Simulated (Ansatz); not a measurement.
# Na on Ir(111): change of the work function

How does one ordered layer of Na (fcc site) change the work function of Ir(111), and what dipole does each adsorbate carry?

Main program and level: Ansatz 0.2.0; plane-wave DFT, PBE, Ansatz PAW.

## 1. The structure

The cell holds 4 atoms: 4 Ir. Cell: a = 2.715 Å, b = 2.715 Å, c = 24.651 Å, α = 90.0°, β = 90.0°, γ = 60.0°. Vacuum lies along c.

## 2. The clean slab

The bare slab comes first, as the zero from which every change is counted. The two lowest layers are held at bulk places and the upper ones relax. The dipole correction removes the false field that a one-sided slab makes across the periodic vacuum, so each face gets a flat vacuum level of its own.

input.yaml reads:

```yaml
crystal:
  lattice:
    - [2.7152900398, 0.0, 0.0]
    - [1.3576450199, 2.3515101531, 0.0]
    - [0.0, 0.0, 24.6510751011]
  atoms:
    - { symbol: Ir, position: [0.0, 0.0, 0.3650956383] }
    - { symbol: Ir, position: [0.3333333333, 0.3333333333, 0.4550318794] }
    - { symbol: Ir, position: [0.6666666667, 0.6666666667, 0.5449681206] }
    - { symbol: Ir, position: [0.0, 0.0, 0.6349043617] }
kpoints:
  mp_grid: { grid: [12, 12, 1] }
hamiltonian:
  xc: pbe
scf:
  occupations: { method: fermi_dirac, width: 0.1 }
  convergence: { dr2_threshold: 1.0e-08 }
efield:
  axis: 3
  dipole_correction: true
  ramp_position: 0.97
  ramp_width: 0.06
relax:
  f_tol: 0.02
  max_steps: 60
  constraints: [{ sites: [0, 1] }]
output:
  write_potential: true
  write_density: true
  volumetric_format: npy
```

Launch:

```bash
$ ansatz run input.yaml --threads 4 --pin off --max-ram 6144MiB --backend cpu --events-out ev --progress --plain --runs-dir out
```

Numbers of over 12 decimals in the logs are rounded to 6 here.

What it wrote:

```text
Engine: ansatz 0.2.0, aarch64-unknown-linux-gnu
Pseudopotentials: kind: paw
Pseudopotential: Ir, paw, valence charge 17, recommended cutoff 420 eV (normal), Ir.paw.azcp
Functional definition: PBE
  parameter kappa = 0.804
  parameter beta = 0.066725
  exchange = pbe_x(kappa = kappa, mu = beta*pi^2/3)
  correlation = pbe_c(beta = beta)
Crystal: 4 atoms, lattice volume = 157.398 Å³
Basis set: ecut = 420 eV, 3101 PW (Γ), exchange–correlation on 40×40×360 points (8 copies of the dense FFT grid, shifted against one another)
Bands: 41, of which v1, the nominal top of the filled ones, is band 34 counted from 1 (33 counted from 0)
Symmetry: 6 space group operations
k-points: 19 of 144 (time reversal used)
Non-local potential: Ir, projectors of the file, l = 0: 3, l = 1: 2, l = 2: 2, l = 3: 1
PAW form: soft (Blöchl's): semilocal exchange-correlation on the pseudo side does not see the compensation charge
PAW one-centre angular grid: Ir, 590 points (default); XC on 64 Gauss nodes
Initial density: superposition of atomic densities (neutral atoms: chi_scale 0, normalization atom), corrected by the library's trained network
Initial wavefunctions: pseudopotential atomic-orbital guess
Functional: x = pbe(κ = 0.804, μ = 0.219515), c = pbe(β = 0.066725)
SCF iter   1: F=—  HF=-47739.534662 eV  |F-HF|=—  |Δ(HF+E_count)|=         —  Δρ=6.19e-3  dr2=3.30e-1  ethr=1.77e-3  p=0.000 e·Å  D=9.34e-15 V/Å  ΔV_dip=-0.00 eV  dr2_dipole=3.62e-7  V_vac-E_F(+/−)=5.19/5.19 eV  ⟨swp⟩=7.8  Hψ=3557  notcnv=0  defer=2
efield: sawtooth ramp at fractional position 0.9700 (set: `efield.ramp_position`, or a place that a band, a saddle search or an elastic batch's reference lends), width 0.0600; the density the first Hamiltonian is built on has a dipole p = 0.000 e·Å; the dipole correction subtracts the counter field D = 9.34e-15 V/Å, which shifts the + side's vacuum level by -0.00 eV against the − side's; the planar-averaged density in the ramp window peaks in size at 1.1e-5 e/Å³
preconditioner: auto → LDOS  [metal: Δε(μ)=0.097 eV  Ē_g=6.266 eV  σ=0.100 eV  W_gap=0.23  n_scr=18 (ndim 8)  ℏωp=17.8 eV  f_vac=0.579  D(μ)=3.93/eV (n_scr^D=16)  β→1.0]
SCF iter   2: F=—  HF=-47739.532903 eV  |F-HF|=—  |Δ(HF+E_count)|=   1.76e-3  Δρ=2.42e-3  dr2=2.91e-2  ethr=4.85e-4  p=-0.000 e·Å  D=-4.09e-5 V/Å  ΔV_dip=0.00 eV  dr2_dipole=6.08e-7  V_vac-E_F(+/−)=5.47/5.47 eV  ⟨swp⟩=1.8  Hψ=981  notcnv=0  defer=3
SCF iter   3: F=—  HF=-47739.530415 eV  |F-HF|=—  |Δ(HF+E_count)|=   2.49e-3  Δρ=5.42e-4  dr2=4.60e-4  ethr=4.28e-5  p=-0.000 e·Å  D=-3.23e-6 V/Å  ΔV_dip=0.00 eV  dr2_dipole=1.63e-8  V_vac-E_F(+/−)=5.48/5.48 eV  ⟨swp⟩=1.8  Hψ=1050  notcnv=0  defer=3
SCF iter   4: F=—  HF=-47739.530408 eV  |F-HF|=—  |Δ(HF+E_count)|=   6.62e-6  Δρ=1.07e-4  dr2=1.71e-5  ethr=6.77e-7  p=-0.000 e·Å  D=-2.54e-6 V/Å  ΔV_dip=0.00 eV  dr2_dipole=5.97e-10  V_vac-E_F(+/−)=5.49/5.48 eV  ⟨swp⟩=2.5  Hψ=1492  notcnv=0  defer=3
SCF iter   5: F=—  HF=-47739.530409 eV  |F-HF|=—  |Δ(HF+E_count)|=   4.11e-8  Δρ=3.97e-5  dr2=2.38e-6  ethr=2.51e-8  p=-0.000 e·Å  D=-6.64e-7 V/Å  ΔV_dip=0.00 eV  dr2_dipole=1.81e-10  V_vac-E_F(+/−)=5.49/5.49 eV  ⟨swp⟩=3.4  Hψ=1824  notcnv=0  defer=3
SCF iter   6: F=—  HF=-47739.530404 eV  |F-HF|=—  |Δ(HF+E_count)|=   4.32e-6  Δρ=1.67e-5  dr2=6.18e-7  ethr=3.51e-9  p=-0.000 e·Å  D=-9.94e-7 V/Å  ΔV_dip=0.00 eV  dr2_dipole=8.41e-11  V_vac-E_F(+/−)=5.49/5.49 eV  ⟨swp⟩=2.4  Hψ=1311  notcnv=0  defer=3
SCF iter   7: F=—  HF=-47739.530405 eV  |F-HF|=—  |Δ(HF+E_count)|=   3.13e-7  Δρ=3.98e-6  dr2=5.26e-8  ethr=9.08e-10  p=-0.000 e·Å  D=-2.22e-7 V/Å  ΔV_dip=0.00 eV  dr2_dipole=2.79e-12  V_vac-E_F(+/−)=5.49/5.49 eV  ⟨swp⟩=2.8  Hψ=1526  notcnv=0  defer=3
SCF iter   8: F=-47739.530405 eV  HF=-47739.530405 eV  |F-HF|=7.63e-9  |Δ(HF+E_count)|=   1.76e-8  Δρ=1.09e-6  dr2=3.19e-9  ethr=1.47e-11  p=-0.000 e·Å  D=-3.88e-8 V/Å  ΔV_dip=0.00 eV  dr2_dipole=1.15e-14  V_vac-E_F(+/−)=5.49/5.49 eV  ⟨swp⟩=11.1  Hψ=6015  notcnv=0
SCF 1 converged in 8 iterations: F = -47739.530405 eV  dr2 = 3.19e-9
  greatest PAW one-centre occupation: 1.000 electrons in one spin orbital (limit 2), on the Ir atom at site 1 (counted from 0), in its partial waves of l = 0
relax step   1: F+E_penalty+E_count = -47739.53040454 eV  Δ(F+E_penalty+E_count) = +0.000e0 eV  max|allowed force component| = 1.352e-1 eV/Å  Δτ_max = 0.0000 Å  (8 SCF iters, accepted)
Initial density: handed on by an earlier stage of this run
Initial wavefunctions: those handed on with the density
iter 1 solved again at ethr=1.27e-4 eV; its pass at ethr=3.10e-3 eV (dr2=8.61e-2 eV) is discarded
SCF iter   1: F=—  HF=-47739.531032 eV  |F-HF|=—  |Δ(HF+E_count)|=         —  Δρ=2.46e-3  dr2=7.87e-2  ethr=1.27e-4  p=-0.000 e·Å  D=-3.38e-7 V/Å  ΔV_dip=0.00 eV  dr2_dipole=3.17e-2  V_vac-E_F(+/−)=5.48/5.48 eV  ⟨swp⟩=1.9  Hψ=2300  notcnv=0  defer=5
efield: sawtooth ramp at fractional position 0.9700 (set: `efield.ramp_position`, or a place that a band, a saddle search or an elastic batch's reference lends), width 0.0600; the density the first Hamiltonian is built on has a dipole p = -0.000 e·Å; the dipole correction subtracts the counter field D = -3.38e-7 V/Å, which shifts the + side's vacuum level by +0.00 eV against the − side's; the planar-averaged density in the ramp window peaks in size at 2.8e-6 e/Å³
preconditioner: auto → LDOS  [metal: Δε(μ)=0.080 eV  Ē_g=6.312 eV  σ=0.100 eV  W_gap=0.19  n_scr=18 (ndim 8)  ℏωp=17.8 eV  f_vac=0.582  D(μ)=3.84/eV (n_scr^D=16)  β→1.0]
SCF iter   2: F=—  HF=-47739.530295 eV  |F-HF|=—  |Δ(HF+E_count)|=   7.36e-4  Δρ=1.06e-3  dr2=4.86e-3  ethr=1.16e-4  p=0.002 e·Å  D=2.34e-3 V/Å  ΔV_dip=-0.06 eV  dr2_dipole=1.15e-3  V_vac-E_F(+/−)=5.44/5.50 eV  ⟨swp⟩=2.0  Hψ=965  notcnv=0  defer=5
SCF iter   3: F=—  HF=-47739.529492 eV  |F-HF|=—  |Δ(HF+E_count)|=   8.04e-4  Δρ=4.91e-4  dr2=1.58e-3  ethr=7.15e-6  p=0.000 e·Å  D=5.10e-4 V/Å  ΔV_dip=-0.01 eV  dr2_dipole=1.15e-5  V_vac-E_F(+/−)=5.48/5.49 eV  ⟨swp⟩=3.0  Hψ=1497  notcnv=0  defer=5
SCF iter   4: F=—  HF=-47739.529184 eV  |F-HF|=—  |Δ(HF+E_count)|=   3.08e-4  Δρ=7.79e-5  dr2=1.08e-5  ethr=2.32e-6  p=0.001 e·Å  D=9.35e-4 V/Å  ΔV_dip=-0.02 eV  dr2_dipole=1.05e-6  V_vac-E_F(+/−)=5.47/5.49 eV  ⟨swp⟩=2.2  Hψ=1153  notcnv=0  defer=5
SCF iter   5: F=—  HF=-47739.529177 eV  |F-HF|=—  |Δ(HF+E_count)|=   7.14e-6  Δρ=3.71e-5  dr2=3.99e-6  ethr=1.59e-8  p=0.001 e·Å  D=8.37e-4 V/Å  ΔV_dip=-0.02 eV  dr2_dipole=1.40e-8  V_vac-E_F(+/−)=5.47/5.50 eV  ⟨swp⟩=2.9  Hψ=1583  notcnv=0  defer=5
SCF iter   6: F=—  HF=-47739.529168 eV  |F-HF|=—  |Δ(HF+E_count)|=   8.34e-6  Δρ=9.86e-6  dr2=2.12e-7  ethr=5.87e-9  p=0.001 e·Å  D=7.52e-4 V/Å  ΔV_dip=-0.02 eV  dr2_dipole=6.16e-9  V_vac-E_F(+/−)=5.48/5.49 eV  ⟨swp⟩=2.2  Hψ=1200  notcnv=0  defer=5
SCF iter   7: F=—  HF=-47739.529168 eV  |F-HF|=—  |Δ(HF+E_count)|=   2.30e-7  Δρ=4.00e-6  dr2=3.19e-8  ethr=3.11e-10  p=0.001 e·Å  D=7.21e-4 V/Å  ΔV_dip=-0.02 eV  dr2_dipole=6.66e-9  V_vac-E_F(+/−)=5.48/5.49 eV  ⟨swp⟩=3.1  Hψ=1431  notcnv=0  defer=5
SCF iter   8: F=-47739.529169 eV  HF=-47739.529169 eV  |F-HF|=8.45e-9  |Δ(HF+E_count)|=   8.39e-8  Δρ=1.08e-6  dr2=2.71e-9  ethr=1.47e-11  p=0.001 e·Å  D=7.05e-4 V/Å  ΔV_dip=-0.02 eV  dr2_dipole=3.01e-10  V_vac-E_F(+/−)=5.48/5.49 eV  ⟨swp⟩=11.2  Hψ=5954  notcnv=0
SCF 2 converged in 8 iterations: F = -47739.529169 eV  dr2 = 2.71e-9
  greatest PAW one-centre occupation: 1.000 electrons in one spin orbital (limit 2), on the Ir atom at site 2 (counted from 0), in its partial waves of l = 0
relax step   2: F+E_penalty+E_count = -47739.52916854 eV  Δ(F+E_penalty+E_count) = +1.236e-3 eV  max|allowed force component| = 2.063e-1 eV/Å  Δτ_max = 0.0402 Å  (8 SCF iters, rejected (line search))
SCF iter   1: F=—  HF=-47739.532187 eV  |F-HF|=—  |Δ(HF+E_count)|=         —  Δρ=1.53e-3  dr2=2.86e-2  ethr=4.36e-4  p=0.001 e·Å  D=7.05e-4 V/Å  ΔV_dip=-0.02 eV  dr2_dipole=1.13e-2  V_vac-E_F(+/−)=5.48/5.50 eV  ⟨swp⟩=2.7  Hψ=1390  notcnv=0  defer=5
efield: sawtooth ramp at fractional position 0.9700 (set: `efield.ramp_position`, or a place that a band, a saddle search or an elastic batch's reference lends), width 0.0600; the density the first Hamiltonian is built on has a dipole p = 0.001 e·Å; the dipole correction subtracts the counter field D = 7.05e-4 V/Å, which shifts the + side's vacuum level by -0.02 eV against the − side's; the planar-averaged density in the ramp window peaks in size at 2.3e-6 e/Å³
preconditioner: auto → LDOS  [metal: Δε(μ)=0.082 eV  Ē_g=6.284 eV  σ=0.100 eV  W_gap=0.20  n_scr=18 (ndim 8)  ℏωp=17.8 eV  f_vac=0.581  D(μ)=3.88/eV (n_scr^D=16)  β→1.0]
SCF iter   2: F=—  HF=-47739.531721 eV  |F-HF|=—  |Δ(HF+E_count)|=   4.67e-4  Δρ=6.52e-4  dr2=1.43e-3  ethr=4.20e-5  p=-0.000 e·Å  D=-4.32e-4 V/Å  ΔV_dip=0.01 eV  dr2_dipole=2.25e-4  V_vac-E_F(+/−)=5.50/5.49 eV  ⟨swp⟩=2.1  Hψ=1154  notcnv=0  defer=5
SCF iter   3: F=—  HF=-47739.531476 eV  |F-HF|=—  |Δ(HF+E_count)|=   2.44e-4  Δρ=3.15e-4  dr2=6.21e-4  ethr=2.10e-6  p=0.000 e·Å  D=4.60e-4 V/Å  ΔV_dip=-0.01 eV  dr2_dipole=3.40e-6  V_vac-E_F(+/−)=5.48/5.49 eV  ⟨swp⟩=2.9  Hψ=1511  notcnv=0  defer=5
SCF iter   4: F=—  HF=-47739.531352 eV  |F-HF|=—  |Δ(HF+E_count)|=   1.24e-4  Δρ=4.39e-5  dr2=3.31e-6  ethr=9.13e-7  p=0.000 e·Å  D=1.92e-4 V/Å  ΔV_dip=-0.00 eV  dr2_dipole=7.79e-8  V_vac-E_F(+/−)=5.49/5.49 eV  ⟨swp⟩=2.1  Hψ=1153  notcnv=0  defer=5
SCF iter   5: F=—  HF=-47739.531341 eV  |F-HF|=—  |Δ(HF+E_count)|=   1.07e-5  Δρ=2.02e-5  dr2=1.03e-6  ethr=4.87e-9  p=0.000 e·Å  D=2.40e-4 V/Å  ΔV_dip=-0.01 eV  dr2_dipole=6.27e-9  V_vac-E_F(+/−)=5.49/5.49 eV  ⟨swp⟩=3.1  Hψ=1636  notcnv=0  defer=5
SCF iter   6: F=—  HF=-47739.531341 eV  |F-HF|=—  |Δ(HF+E_count)|=   3.79e-7  Δρ=8.03e-6  dr2=1.31e-7  ethr=1.52e-9  p=0.000 e·Å  D=2.78e-4 V/Å  ΔV_dip=-0.01 eV  dr2_dipole=2.79e-9  V_vac-E_F(+/−)=5.49/5.49 eV  ⟨swp⟩=2.2  Hψ=1171  notcnv=0  defer=5
SCF iter   7: F=—  HF=-47739.531342 eV  |F-HF|=—  |Δ(HF+E_count)|=   1.54e-7  Δρ=2.33e-6  dr2=1.11e-8  ethr=1.93e-10  p=0.000 e·Å  D=2.91e-4 V/Å  ΔV_dip=-0.01 eV  dr2_dipole=3.45e-9  V_vac-E_F(+/−)=5.49/5.49 eV  ⟨swp⟩=2.3  Hψ=1199  notcnv=0  defer=5
SCF iter   8: F=-47739.531342 eV  HF=-47739.531342 eV  |F-HF|=4.76e-9  |Δ(HF+E_count)|=   3.00e-8  Δρ=5.88e-7  dr2=7.07e-10  ethr=1.47e-11  p=0.000 e·Å  D=2.99e-4 V/Å  ΔV_dip=-0.01 eV  dr2_dipole=3.66e-11  V_vac-E_F(+/−)=5.49/5.49 eV  ⟨swp⟩=10.5  Hψ=5643  notcnv=0
SCF 3 converged in 8 iterations: F = -47739.531342 eV  dr2 = 7.07e-10
relax step   3: F+E_penalty+E_count = -47739.53134163 eV  Δ(F+E_penalty+E_count) = -9.371e-4 eV  max|allowed force component| = 2.789e-3 eV/Å  Δτ_max = 0.0158 Å  (8 SCF iters, accepted)
NSCF: frozen V_eff on 19 k-points
the band table was solved once a step of the walk had ended and its energy, with any forces and stress, was formed, with the checks that follow a solve (3881 applications of the Hamiltonian). They found nothing against the state; the energy, forces and stress were not computed again (output.eigenvalues in the input reference)
WARN: The output density's exchange-correlation potential varies sharply where the density is thin. Do not read a vacuum level from v_tot or v_xc, or from such a field of the output density. On a cell that repeats whose density bears no net charge and no dipole along the vacuum's axis use v_es (v_loc + v_h of the components); under efield.dipole_correction with no amplitude use v_es + v_field, which holds any externa [...]
SCF converged after 8 iterations
Free energy (F): -47739.531342 eV
Harris-Foulkes:  -47739.531342 eV  (|F-HF|=4.76e-9)
Internal energy: -47739.398849 eV  (E = F + TS)
E sigma→0 (E₀):  -47739.465095 eV
Entropy (-TS):   -0.132493 eV (-33.123 meV/atom)
Fermi energy:    5.735751 eV
Dipole field:    D = 0.000308 V/Å  (p = 0.000268 e·Å, saw-weighted, corrected)
Work function:   Φ+ = 5.4864 eV   Φ− = 5.4940 eV
Levels:          The Fermi level and band energies are counted from a zero that moves with the ramp; work functions are not
--- Per-component energies (eV) ---
  E_band       = -1671.576538
  E_kinetic    = 2486.113090
  E_local      = -117421.112916  (includes V_loc(G=0)·N_el)
  E_nonlocal   = 291.629511
  E_hartree    = 57547.560114
  E_xc         = -1068.589999
  E_vxc        = -1195.849487  (∫ρ·V_xc dr)
  E_paw        = -36893.549534  (= ΣΔE_a)
  E_vpaw       = -927.471881  (= ΣTr[D̂ρ^β])
  E_aug_tail   = 0.000219  (compensation charges beyond the density's cutoff)
  E_efield     = 0.000000  (sawtooth field / dipole correction)
  E_vefield    = 0.000096  (∫n·V_field dr)
  E_ewald      = 47318.550667
  E_smearing   = -0.132493  (= −TS)
  E_closure    = -0.000000  (closes the sum)
  Σ components = -47739.531342   (vs F -47739.531342, Δ=0.00e0)
--- Forces (eV/Å), atoms counted from 1 ---
  atom   1  Ir     0.00000000    -0.00000000     0.12831674
  atom   2  Ir    -0.00000000    -0.00000000    -0.13090793
  atom   3  Ir     0.00000000     0.00000000    -0.00020093
  atom   4  Ir    -0.00000000     0.00000000     0.00278891
  max |Σ_I F_I| component: 3.21e-6 eV/Å
--- Band table (eV; the first three rows and the last of 19) ---
  k-point 0: bands = [... 30 lower, 2.8245, 4.5654, 4.5654, 4.9154, 4.9154, 5.0203, 5.8533, 5.8533, ... 3 higher]
  k-point 1: bands = [... 30 lower, 3.0292, 4.3234, 4.3914, 4.3950, 4.8764, 4.9658, 5.3069, 5.8533, ... 3 higher]
  k-point 2: bands = [... 30 lower, 3.6025, 3.6292, 3.8672, 4.2957, 4.5009, 4.9807, 5.8191, 5.8473, ... 3 higher]
  k-point 18: bands = [... 30 lower, 4.4076, 4.4245, 5.5716, 6.0441, 6.1830, 6.1849, 11.3203, 11.4245, ... 3 higher]
--- Relaxed structure (3 steps of the walk, 2 accepted, 0 SCFs on fresh bases) ---
  F+E_penalty+E_count = -47739.53134163 eV   max|allowed force component| = 2.789e-3 eV/Å
  atoms:
    - { symbol: Ir, position: [0.0, 0.0, 0.365096] }
    - { symbol: Ir, position: [0.333333, 0.333333, 0.4550318794] }
    - { symbol: Ir, position: [0.666667, 0.666667, 0.544863] }
    - { symbol: Ir, position: [-7.456012734791833e-19, 0, 0.634264] }
```

Run time: 9.5 s. Hardware: 4 threads of Arm Neoverse V1, shared host; peak memory 0.47 GiB.

The steps of the relaxation:

```tsv
step	energy less that of the first step (eV)	largest force component (eV/Å)
1	0.0000	0.1352
2	0.0012	0.2063
3	-0.0009	0.0028
```

Relaxation step 2 was tried and not accepted.

Forces are held to the 6 operations that the run works with; a distortion that breaks them can't arise in this run.

The atoms that moved most (Å):

```tsv
atom	dx	dy	dz	length
Ir4	0.000	0.000	-0.016	0.016
```

The relaxed structure:

```cif
data_structure
_symmetry_space_group_name_H-M 'P 1'
_symmetry_Int_Tables_number 1
_cell_length_a 2.7153
_cell_length_b 2.7153
_cell_length_c 24.6511
_cell_angle_alpha 90.000
_cell_angle_beta 90.000
_cell_angle_gamma 60.000
_cell_volume 157.40
loop_
_atom_site_label
_atom_site_type_symbol
_atom_site_fract_x
_atom_site_fract_y
_atom_site_fract_z
_atom_site_occupancy
Ir1 Ir 0.00000 0.00000 0.36510 1
Ir2 Ir 0.33333 0.33333 0.45503 1
Ir3 Ir 0.66667 0.66667 0.54486 1
Ir4 Ir 0.00000 0.00000 0.63426 1
```

Numbers from this step:

```yaml
energy_at_zero_smearing: -47739.4651 eV
work_function_upper_face: 5.486 eV
dipole_along_the_normal: 2.68e-4 e·Å
```

Running mean over 2.217 Å of the planar mean; the ramp of the sawtooth is left out. Electron's electrostatic potential energy less the Fermi level against z:

```tsv
z (Å)	electron's electrostatic potential energy less the Fermi level (eV)
3.5	5.49
4.0	5.49
4.5	5.49
5.0	5.49
5.5	5.47
6.0	5.42
6.5	5.19
7.0	4.28
7.5	0.793
8.0	-5.49
8.5	-10.8
9.0	-12.7
9.5	-13.1
10.0	-13.3
10.5	-13.4
11.0	-13.5
11.5	-13.6
12.0	-13.6
12.5	-13.6
13.0	-13.6
13.5	-13.6
14.0	-13.6
14.5	-13.5
15.0	-13.3
15.5	-12.9
16.0	-11.7
16.5	-7.22
17.0	-0.753
17.5	3.68
18.0	5.04
18.5	5.38
19.0	5.46
19.5	5.48
20.0	5.48
20.5	5.49
21.0	5.49
21.5	5.49
```

The relaxation took 3 steps and lowered the energy by 9.4e-4 eV; the largest force on the free atoms ends at 0.0028 eV/Å.

The work function of the upper face is 5.49 eV.

(Continued in part 2 of 2.)

[Logs are printed without paths, hosts, clocks, repeated set-up lines and the standing remarks that a program may print on its own settings, such as how far it seeks lower states.]

[Hosts, paths, dates, database ids (printed as entryN), source tags and the programs' standing remarks are cut or masked in the printed files.]

[Maps of the electrostatic potential energy from Ansatz leave out the sawtooth potential of an applied field or a dipole correction, so their vacuum need not be flat; planar profiles and work functions include it.]
